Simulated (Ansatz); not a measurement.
# Work function of Ir(110): what the settings cost and change, part 2 of 2

How thick a slab and how much vacuum does the work function of Ir(110) need?

Ansatz 0.2.0; plane-wave DFT, PBE, Ansatz PAW.

So far, work function, upper face (eV): step 2 (run, setting 1 layer) 6.02; step 4 (run, 3 atoms) 5.11; step 5 (run, 4 atoms) 4.96; step 6 (slab, 5 atoms) 5.00; step 7 (run, 6 atoms) 5.08.

## Step 8: Run, 8 atoms

System of this step: Ir(110). The cell holds 8 atoms: 8 Ir. Cell: a = 3.840 Å, b = 2.715 Å, c = 27.504 Å, α = 90.0°, β = 90.0°, γ = 90.0°. Vacuum lies along c.

The input, input.yaml:

```yaml
crystal:
  lattice:
    - [3.84, 0.0, 0.0]
    - [0.0, 2.7152900398, 0.0]
    - [0.0, 0.0, 27.5035151391]
  atoms:
    - { symbol: Ir, position: [0.5, 0.5, 0.3272308996] }
    - { symbol: Ir, position: [0.0, 0.0, 0.3765934997] }
    - { symbol: Ir, position: [0.5, 0.5, 0.4259560998] }
    - { symbol: Ir, position: [0.0, 0.0, 0.4753186999] }
    - { symbol: Ir, position: [0.5, 0.5, 0.5246813001] }
    - { symbol: Ir, position: [0.0, 0.0, 0.5740439002] }
    - { symbol: Ir, position: [0.5, 0.5, 0.6234065003] }
    - { symbol: Ir, position: [0.0, 0.0, 0.6727691004] }
kpoints:
  mp_grid: { grid: [11, 15, 1] }
hamiltonian:
  xc: pbe
scf:
  occupations: { method: fermi_dirac, width: 0.1 }
  convergence: { dr2_threshold: 1.0e-09 }
efield:
  axis: 3
  dipole_correction: true
  ramp_position: 0.97
  ramp_width: 0.06
output:
  write_potential: true
  write_density: true
  volumetric_format: npy
```

On the command line:

```console
$ ansatz run input.yaml --threads 2 --pin off --max-ram 3072MiB --backend cpu --events-out ev --progress --plain --runs-dir out
```

Numbers of over 12 decimals in the logs are rounded to 6 here.

What it wrote:

```text
[...]
Crystal: 8 atoms, lattice volume = 286.771 Å³
Basis set: ecut = 420 eV, 5619 PW (Γ)
Bands: 82, of which v1, the nominal top of the filled ones, is band 68 counted from 1 (67 counted from 0)
Symmetry: 4 space group operations
k-points: 48 of 165
[...]
k-point 0: bands = [... 64 lower, 6.0525, 6.0771, 6.3862, 6.5201, 6.6995, 7.1786, 7.3063, 7.5978, ... 10 higher]
  k-point 1: bands = [... 64 lower, 5.9605, 6.2317, 6.2629, 6.6886, 6.7861, 7.0875, 7.3355, 7.5119, ... 10 higher]
  k-point 2: bands = [... 64 lower, 6.1722, 6.2680, 6.3102, 6.7192, 6.8299, 6.8718, 7.3130, 7.3470, ... 10 higher]
  k-point 47: bands = [... 64 lower, 7.4574, 7.6676, 7.7342, 7.8661, 7.9267, 7.9278, 8.0411, 8.2625, ... 10 higher]
[key lines of the parts left out:]
SCF converged after 11 iterations
Free energy (F): -95478.672241 eV
Fermi energy:    7.112234 eV
Dipole field:    D = 0.000000 V/Å  (p = 0.000001 e·Å, saw-weighted, corrected)
Work function:   Φ+ = 5.0245 eV   Φ− = 5.0245 eV
```

Elapsed: 3.2 min, on 2 threads of Arm Neoverse N1, shared host; peak memory 1.3 GiB; 5.8 min of CPU time.

The work function is 5.025 eV, -0.053 eV from the run “6 layers”, at 1.7 times its CPU time.

## Step 9: Slab, 10 atoms

System of this step: Ir(110). The cell holds 10 atoms: 10 Ir. Its edges and angles: a = 3.840 Å, b = 2.715 Å, c = 30.219 Å, α = 90.0°, β = 90.0°, γ = 90.0°. Vacuum lies along c.

input.yaml, the sections that differ from step 8:

```yaml
crystal:
  lattice:
    - [3.84, 0.0, 0.0]
    - [0.0, 2.7152900398, 0.0]
    - [0.0, 0.0, 30.2188051789]
  atoms:
    - { symbol: Ir, position: [0.5, 0.5, 0.2978277912] }
    - { symbol: Ir, position: [0.0, 0.0, 0.3427549487] }
    - { symbol: Ir, position: [0.5, 0.5, 0.3876821062] }
    - { symbol: Ir, position: [0.0, 0.0, 0.4326092637] }
    - { symbol: Ir, position: [0.5, 0.5, 0.4775364212] }
    - { symbol: Ir, position: [0.0, 0.0, 0.5224635788] }
    - { symbol: Ir, position: [0.5, 0.5, 0.5673907363] }
    - { symbol: Ir, position: [0.0, 0.0, 0.6123178938] }
    - { symbol: Ir, position: [0.5, 0.5, 0.6572450513] }
    - { symbol: Ir, position: [0.0, 0.0, 0.7021722088] }
# kpoints, hamiltonian, scf, efield, output: as in step 8
```

What it wrote:

```text
[...]
Crystal: 10 atoms, lattice volume = 315.083 Å³
Basis set: ecut = 420 eV, 6181 PW (Γ)
Bands: 102, of which v1, the nominal top of the filled ones, is band 85 counted from 1 (84 counted from 0)
Symmetry: 4 space group operations
k-points: 48 of 165
[...]
k-point 0: bands = [... 81 lower, 7.8808, 7.9151, 7.9570, 8.1940, 8.3537, 8.4863, 8.9638, 9.1510, ... 13 higher]
  k-point 1: bands = [... 81 lower, 7.6780, 7.8993, 7.9563, 8.3689, 8.4298, 8.4453, 8.9776, 9.0325, ... 13 higher]
  k-point 2: bands = [... 81 lower, 7.8038, 7.8843, 8.0441, 8.4034, 8.4477, 8.4935, 8.7503, 8.9235, ... 13 higher]
  k-point 47: bands = [... 81 lower, 9.2719, 9.3893, 9.4361, 9.5233, 9.5254, 9.6457, 9.6457, 9.7030, ... 13 higher]
[key lines of the parts left out:]
SCF converged after 11 iterations
Free energy (F): -119349.290114 eV
Fermi energy:    8.777315 eV
Dipole field:    D = 0.000000 V/Å  (p = 0.000001 e·Å, saw-weighted, corrected)
Work function:   Φ+ = 5.0427 eV   Φ− = 5.0427 eV
```

It took 5 min on 2 threads; peak memory 1.7 GiB.

The work function is 5.043 eV, +0.018 eV from the run “8 layers”, at 1.5 times its CPU time.

## Step 10: Run, 13 atoms

System of this step: Ir(110). The cell holds 13 atoms: 13 Ir. Its edges and angles: a = 3.840 Å, b = 2.715 Å, c = 34.292 Å, α = 90.0°, β = 90.0°, γ = 90.0°. Vacuum lies along c.

input.yaml, the sections that differ from step 9:

```yaml
crystal:
  lattice:
    - [3.84, 0.0, 0.0]
    - [0.0, 2.7152900398, 0.0]
    - [0.0, 0.0, 34.2917402385]
  atoms:
    - { symbol: Ir, position: [0.0, 0.0, 0.2624538719] }
    - { symbol: Ir, position: [0.5, 0.5, 0.3020448933] }
    - { symbol: Ir, position: [0.0, 0.0, 0.3416359146] }
    - { symbol: Ir, position: [0.5, 0.5, 0.381226936] }
    - { symbol: Ir, position: [0.0, 0.0, 0.4208179573] }
    - { symbol: Ir, position: [0.5, 0.5, 0.4604089787] }
    - { symbol: Ir, position: [0.0, 0.0, 0.5] }
    - { symbol: Ir, position: [0.5, 0.5, 0.5395910213] }
    - { symbol: Ir, position: [0.0, 0.0, 0.5791820427] }
    - { symbol: Ir, position: [0.5, 0.5, 0.618773064] }
    - { symbol: Ir, position: [0.0, 0.0, 0.6583640854] }
    - { symbol: Ir, position: [0.5, 0.5, 0.6979551067] }
    - { symbol: Ir, position: [0.0, 0.0, 0.7375461281] }
# kpoints, hamiltonian, scf, efield, output: as in step 9
```

What it wrote:

```text
[...]
Crystal: 13 atoms, lattice volume = 357.550 Å³
Basis set: ecut = 420 eV, 7015 PW (Γ)
Bands: 133, of which v1, the nominal top of the filled ones, is band 111 counted from 1 (110 counted from 0)
Symmetry: 4 space group operations
k-points: 48 of 165
[...]
k-point 1: bands = [... 107 lower, 9.8482, 10.0917, 10.1037, 10.1904, 10.4969, 10.5593, 10.7100, 11.0923, ... 18 higher]
  k-point 2: bands = [... 107 lower, 9.9254, 10.0874, 10.1805, 10.1935, 10.5666, 10.5774, 10.5786, 10.9196, ... 18 higher]
  k-point 47: bands = [... 107 lower, 11.3959, 11.4432, 11.4741, 11.5702, 11.6587, 11.6698, 11.6784, 11.7023, ... 18 higher]
[key lines of the parts left out:]
SCF converged after 11 iterations
Free energy (F): -155155.233672 eV
Fermi energy:    10.803052 eV
Dipole field:    D = -0.000000 V/Å  (p = -0.000000 e·Å, saw-weighted, corrected)
Work function:   Φ+ = 5.0386 eV   Φ− = 5.0386 eV
```

Run time: 8 min. Hardware: 2 threads; peak memory 2.4 GiB; 15 min of CPU time.

The work function is 5.039 eV, -0.004 eV from the run “10 layers”, at 1.6 times its CPU time.

## Step 11: Run, 7 atoms

System of this step: Ir(110). The cell holds 7 atoms: 7 Ir. Cell: a = 3.840 Å, b = 2.715 Å, c = 18.146 Å, α = 90.0°, β = 90.0°, γ = 90.0°. Vacuum lies along c.

input.yaml, the sections that differ from step 10:

```yaml
crystal:
  lattice:
    - [3.84, 0.0, 0.0]
    - [0.0, 2.7152900398, 0.0]
    - [0.0, 0.0, 18.1458701193]
  atoms:
    - { symbol: Ir, position: [0.0, 0.0, 0.2755447916] }
    - { symbol: Ir, position: [0.5, 0.5, 0.3503631944] }
    - { symbol: Ir, position: [0.0, 0.0, 0.4251815972] }
    - { symbol: Ir, position: [0.5, 0.5, 0.5] }
    - { symbol: Ir, position: [0.0, 0.0, 0.5748184028] }
    - { symbol: Ir, position: [0.5, 0.5, 0.6496368056] }
    - { symbol: Ir, position: [0.0, 0.0, 0.7244552084] }
# kpoints, hamiltonian, scf, efield, output: as in step 10
```

What it wrote:

```text
[...]
Crystal: 7 atoms, lattice volume = 189.202 Å³
Basis set: ecut = 420 eV, 3701 PW (Γ)
Bands: 72, of which v1, the nominal top of the filled ones, is band 60 counted from 1 (59 counted from 0)
Symmetry: 4 space group operations
k-points: 48 of 165
[...]
k-point 1: bands = [... 56 lower, 10.0208, 10.3245, 10.4476, 10.5099, 11.0967, 11.3400, 11.4096, 11.5635, ... 8 higher]
  k-point 2: bands = [... 56 lower, 10.1207, 10.3673, 10.4297, 10.5571, 11.1506, 11.1604, 11.2264, 11.2727, ... 8 higher]
  k-point 47: bands = [... 56 lower, 11.4073, 11.5886, 11.8493, 11.8714, 11.8898, 11.9618, 12.1695, 12.1838, ... 8 higher]
[key lines of the parts left out:]
SCF converged after 10 iterations
Free energy (F): -83543.349219 eV
Fermi energy:    11.058110 eV
Dipole field:    D = -0.000000 V/Å  (p = -0.000000 e·Å, saw-weighted, corrected)
Work function:   Φ+ = 5.0325 eV (in doubt: plateau slope 1.6e-2 eV/Å)   Φ− = 5.0334 eV (in doubt: plateau slope 1.1e-2 eV/Å)
```

Elapsed: 2 min, on 2 threads; peak memory 0.86 GiB.

The work function is 5.033 eV. The program marks this work function as in doubt.

## Step 12: Run, 7 atoms (run 2)

The cell differs from the one that the last finished run ended in (c 18.146 → 22.146 Å).

input.yaml, the sections that differ from step 11:

```yaml
crystal:
  lattice:
    - [3.84, 0.0, 0.0]
    - [0.0, 2.7152900398, 0.0]
    - [0.0, 0.0, 22.1458701193]
  atoms:
    - { symbol: Ir, position: [0.0, 0.0, 0.3160860225] }
    - { symbol: Ir, position: [0.5, 0.5, 0.3773906816] }
    - { symbol: Ir, position: [0.0, 0.0, 0.4386953408] }
    - { symbol: Ir, position: [0.5, 0.5, 0.5] }
    - { symbol: Ir, position: [0.0, 0.0, 0.5613046592] }
    - { symbol: Ir, position: [0.5, 0.5, 0.6226093184] }
    - { symbol: Ir, position: [0.0, 0.0, 0.6839139775] }
# kpoints, hamiltonian, scf, efield, output: as in step 11
```

What it wrote:

```text
[...]
Crystal: 7 atoms, lattice volume = 230.909 Å³
Basis set: ecut = 420 eV, 4543 PW (Γ)
Bands: 72, of which v1, the nominal top of the filled ones, is band 60 counted from 1 (59 counted from 0)
Symmetry: 4 space group operations
k-points: 48 of 165
[...]
k-point 0: bands = [... 56 lower, 7.1654, 7.3174, 7.4509, 7.5867, 8.2368, 8.3958, 8.6603, 8.6840, ... 8 higher]
  k-point 1: bands = [... 56 lower, 7.1156, 7.4193, 7.5422, 7.6055, 8.1916, 8.4347, 8.5044, 8.6569, ... 8 higher]
  k-point 2: bands = [... 56 lower, 7.2155, 7.4621, 7.5247, 7.6517, 8.2458, 8.2552, 8.3210, 8.3674, ... 8 higher]
  k-point 47: bands = [... 56 lower, 8.5020, 8.6833, 8.9441, 8.9661, 8.9845, 9.0565, 9.2642, 9.2786, ... 8 higher]
[key lines of the parts left out:]
SCF converged after 10 iterations
Free energy (F): -83543.348935 eV
Fermi energy:    8.152841 eV
Dipole field:    D = 0.000000 V/Å  (p = 0.000000 e·Å, saw-weighted, corrected)
Work function:   Φ+ = 5.0315 eV   Φ− = 5.0315 eV
```

Wall time 2 min (2 threads); peak memory 1 GiB.

The work function is 5.032 eV, -0.001 eV from the run “7 layers, 10 Å of vacuum”, at 1.0 times its CPU time.

## Step 13: Slab, 7 atoms

The cell differs from the one that the last finished run ended in (c 22.146 → 34.146 Å).

input.yaml, the sections that differ from step 12:

```yaml
crystal:
  lattice:
    - [3.84, 0.0, 0.0]
    - [0.0, 2.7152900398, 0.0]
    - [0.0, 0.0, 34.1458701193]
  atoms:
    - { symbol: Ir, position: [0.0, 0.0, 0.380719541] }
    - { symbol: Ir, position: [0.5, 0.5, 0.420479694] }
    - { symbol: Ir, position: [0.0, 0.0, 0.460239847] }
    - { symbol: Ir, position: [0.5, 0.5, 0.5] }
    - { symbol: Ir, position: [0.0, 0.0, 0.539760153] }
    - { symbol: Ir, position: [0.5, 0.5, 0.579520306] }
    - { symbol: Ir, position: [0.0, 0.0, 0.619280459] }
# kpoints, hamiltonian, scf, efield, output: as in step 12
```

What it wrote:

```text
[...]
Crystal: 7 atoms, lattice volume = 356.029 Å³
Basis set: ecut = 420 eV, 6971 PW (Γ)
Bands: 72, of which v1, the nominal top of the filled ones, is band 60 counted from 1 (59 counted from 0)
Symmetry: 4 space group operations
k-points: 48 of 165
[...]
k-point 0: bands = [... 56 lower, 2.5320, 2.6840, 2.8175, 2.9533, 3.6035, 3.7624, 4.0269, 4.0506, ... 8 higher]
  k-point 1: bands = [... 56 lower, 2.4822, 2.7859, 2.9088, 2.9721, 3.5583, 3.8014, 3.8710, 4.0235, ... 8 higher]
  k-point 2: bands = [... 56 lower, 2.5821, 2.8287, 2.8913, 3.0183, 3.6125, 3.6218, 3.6876, 3.7340, ... 8 higher]
  k-point 47: bands = [... 56 lower, 3.8686, 4.0499, 4.3107, 4.3327, 4.3511, 4.4231, 4.6308, 4.6452, ... 8 higher]
[key lines of the parts left out:]
SCF converged after 10 iterations
Free energy (F): -83543.348899 eV
Fermi energy:    3.519463 eV
Dipole field:    D = 0.000000 V/Å  (p = 0.000000 e·Å, saw-weighted, corrected)
Work function:   Φ+ = 5.0315 eV   Φ− = 5.0315 eV
```

It took 3.2 min on 2 threads; peak memory 1.4 GiB.

The work function is 5.031 eV, -0.000 eV from the run “7 layers, 14 Å of vacuum”, at 1.6 times its CPU time.

## Step 14: Comparing the runs

Times are for 2 threads of Arm Neoverse N1, shared host. The series side by side:

```tsv
no.	setting	work function, upper face (eV)	time	memory (GiB)
1	1 layer	6.018	20 s	0.48
2	2 layers	5.169	26 s	0.5
3	3 layers	5.108	43 s	0.59
4	4 layers	4.962	64 s	0.7
5	5 layers	5.003	86 s	0.82
6	6 layers	5.077	2 min	0.99
7	8 layers	5.025	3.2 min	1.3
8	10 layers	5.043	5 min	1.7
9	13 layers	5.039	8 min	2.4
10	7 layers, 10 Å of vacuum	5.033	2 min	0.86
11	7 layers, 14 Å of vacuum	5.032	2 min	1
12	7 layers, 26 Å of vacuum	5.031	3.2 min	1.4
```

## Step 15: A changed input

System of this step: Ir(110) monolayer. The cell holds 1 atom: 1 Ir. Cell: a = 3.840 Å, b = 2.715 Å, c = 18.000 Å, α = 90.0°, β = 90.0°, γ = 90.0°. Vacuum lies along c.

An input spoilt on purpose, to show how the run answers: it repeats the earlier run “1 layer” with efield.axis from 3 to 0, and scf.max_iter set to 50; its output block differs too.

input.yaml, the sections that differ from step 13:

```yaml
crystal:
  lattice:
    - [3.84, 0.0, 0.0]
    - [0.0, 2.7152900398, 0.0]
    - [0.0, 0.0, 18.0]
  atoms:
    - { symbol: Ir, position: [0.5, 0.5, 0.5] }
scf:
  occupations: { method: fermi_dirac, width: 0.1 }
  convergence: { dr2_threshold: 1.0e-09 }
  max_iter: 50
efield:
  axis: 0
  dipole_correction: true
  ramp_position: 0.97
  ramp_width: 0.06
# kpoints, hamiltonian, output: as in step 13
```

What it wrote:

```text
Error: invalid value for `efield.axis`: must be in [1, 3]; got 0
```

The job ended after 0.07 s (2 threads; peak memory 0.06 GiB).

The input was rejected at the start.

The program's message: “Error: invalid value for `efield.axis`: must be in [1, 3]; got 0”

The fault put into the input: an axis of 0, outside the range 1 to 3.

## Step 16: Results

| Item | Value |
| --- | --- |
| work function, 1 layer | 6.018 eV |
| work function, 4 layers | 4.962 eV |
| work function, 6 layers | 5.077 eV |
| work function, 13 layers | 5.039 eV |

**Reading.** The thickest slab gives 5.04 eV, and the settings tried spread the value from 4.96 to 6.02 eV. At 18 Å of vacuum, the slabs from 5 layers on stay within 0.04 eV of the thickest. Beyond two layers the value swings up and down with thickness, as is usual where quantum-well states cross the Fermi level; the levels were not examined here. Going from 10 to 26 Å of vacuum moves it by 0.001 eV. The program marks the value as in doubt in “7 layers, 10 Å of vacuum”. A compiled measured value is 5.42 eV (arxiv:1902.07811, 2019), but the real face reconstructs and these slabs don't, so it is no test of the method. The ladder's slabs use the tabulated experimental lattice constant (two decimals; a low-temperature value for the alkali metals). In 1 run of the series (7 layers, 10 Å of vacuum) the program warns that electrons reach the sawtooth's ramp, which makes dipole and work function less sure.

[Logs are printed without paths, hosts, clocks, repeated set-up lines and the standing remarks that a program may print on its own settings, such as how far it seeks lower states.]

[Hosts, paths, dates, database ids (printed as entryN), source tags and the programs' standing remarks are cut or masked in the printed files.]

[Maps of the electrostatic potential energy from Ansatz leave out the sawtooth potential of an applied field or a dipole correction, so their vacuum need not be flat; planar profiles and work functions include it.]
